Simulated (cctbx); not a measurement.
**Diagnosing a refinement**

Cell a = 4.0620 Å, b = 4.0620 Å, c = 7.1510 Å, α = 90.00°, β = 90.00°, γ = 90.00°; space group P4/mmm (no. 123).

Simulated single-crystal data (cctbx): Mo Kα, λ = 0.71073 Å, to d = 0.8 Å, 80 % of the full sphere, strongest reflection 20000 counts, noise from counting, a 1.5 % proportional error and a noise floor of 4 counts (s.d.); no absorption.

An anisotropic refinement with weights 1/σ² prints:

```text
Rint 0.019, 19 unique reflections to 1.62 A
cycle     R1     wR2    GooF  max shift (A)
   1  0.0057  0.0095   0.803   0.00068
   2  0.0045  0.0070   0.594   0.00000
final R1 0.0045 wR2 0.0070 GooF 0.594  parameters 10  data/parameter 1.9
atom        x        y        z      Ueq    occ   su(xyz)  su(Uiso or U11)
Ir1    0.00000  0.50000  0.30081   0.0045  1.000  0.00015  0.0017
Ir2    0.50000  0.50000  0.00000   0.0054  1.000  0.00000  0.0016
Sb1    0.50000  0.50000  0.50000   0.0052  1.000  0.00000  0.0012
Sn1    0.00000  0.00000  0.00000   0.0047  1.000  0.00000  0.0021
difference map: max 0.17 min -0.16 rms 0.06
Q1    0.0000  0.5000  0.5000    2    0.17  1.42 A from Ir1
Q2    0.5000  0.5000  0.2739    2    0.17  1.62 A from Sb1
Q3    0.0000  0.5000  0.0000    2    0.12  2.03 A from Sn1
Q4    0.0000  0.0000  0.1931    2    0.05  1.38 A from Sn1
```

**Question.** Can this result stand? If not, what is the likely fault?

Mend it. The fault: data cut at low resolution. Against the right model at the same level, R1 goes from 0.0052 to 0.0045 and GooF from 0.76 to 0.59. The atoms are right, but there are too few data for the parameters: R1 flatters and the s.u.s grow. Data per parameter fall from 10 to 1.9.

The compound is SnSbIr5. The right model at the same level gives:

```text
Rint 0.018, 100 unique reflections to 0.80 A
cycle     R1     wR2    GooF  max shift (A)
   1  0.0115  0.0278   2.067   0.00053
   2  0.0052  0.0102   0.756   0.00000
final R1 0.0052 wR2 0.0102 GooF 0.756  parameters 10  data/parameter 10.0
atom        x        y        z      Ueq    occ   su(xyz)  su(Uiso or U11)
Ir1    0.00000  0.50000  0.30078   0.0032  1.000  0.00002  0.0001
Ir2    0.50000  0.50000  0.00000   0.0044  1.000  0.00000  0.0001
Sb1    0.50000  0.50000  0.50000   0.0052  1.000  0.00000  0.0002
Sn1    0.00000  0.00000  0.00000   0.0044  1.000  0.00000  0.0002
difference map: max 0.57 min -0.51 rms 0.14
Q1    0.5000  0.5000  0.1311    2    0.58  0.94 A from Ir2
Q2    0.0000  0.0000  0.5000    1    0.49  2.48 A from Ir1
Q3    0.0000  0.5000  0.4455    4    0.49  1.03 A from Ir1
Q4    0.0000  0.5000  0.0545    4    0.48  1.76 A from Ir1
Q5    0.2668  0.5000  0.5000    4    0.42  0.95 A from Sb1
Q6    0.5000  0.5000  0.3225    2    0.42  1.27 A from Sb1
```

The model was made for the exercise: a known structure type with other elements put in, its volume estimated, not relaxed; displacement parameters are assumed.

[Middle refinement cycles are left out of these outputs.]

[Logs are printed without paths, hosts, clocks, repeated set-up lines and the standing remarks that a program may print on its own settings, such as how far it seeks lower states.]
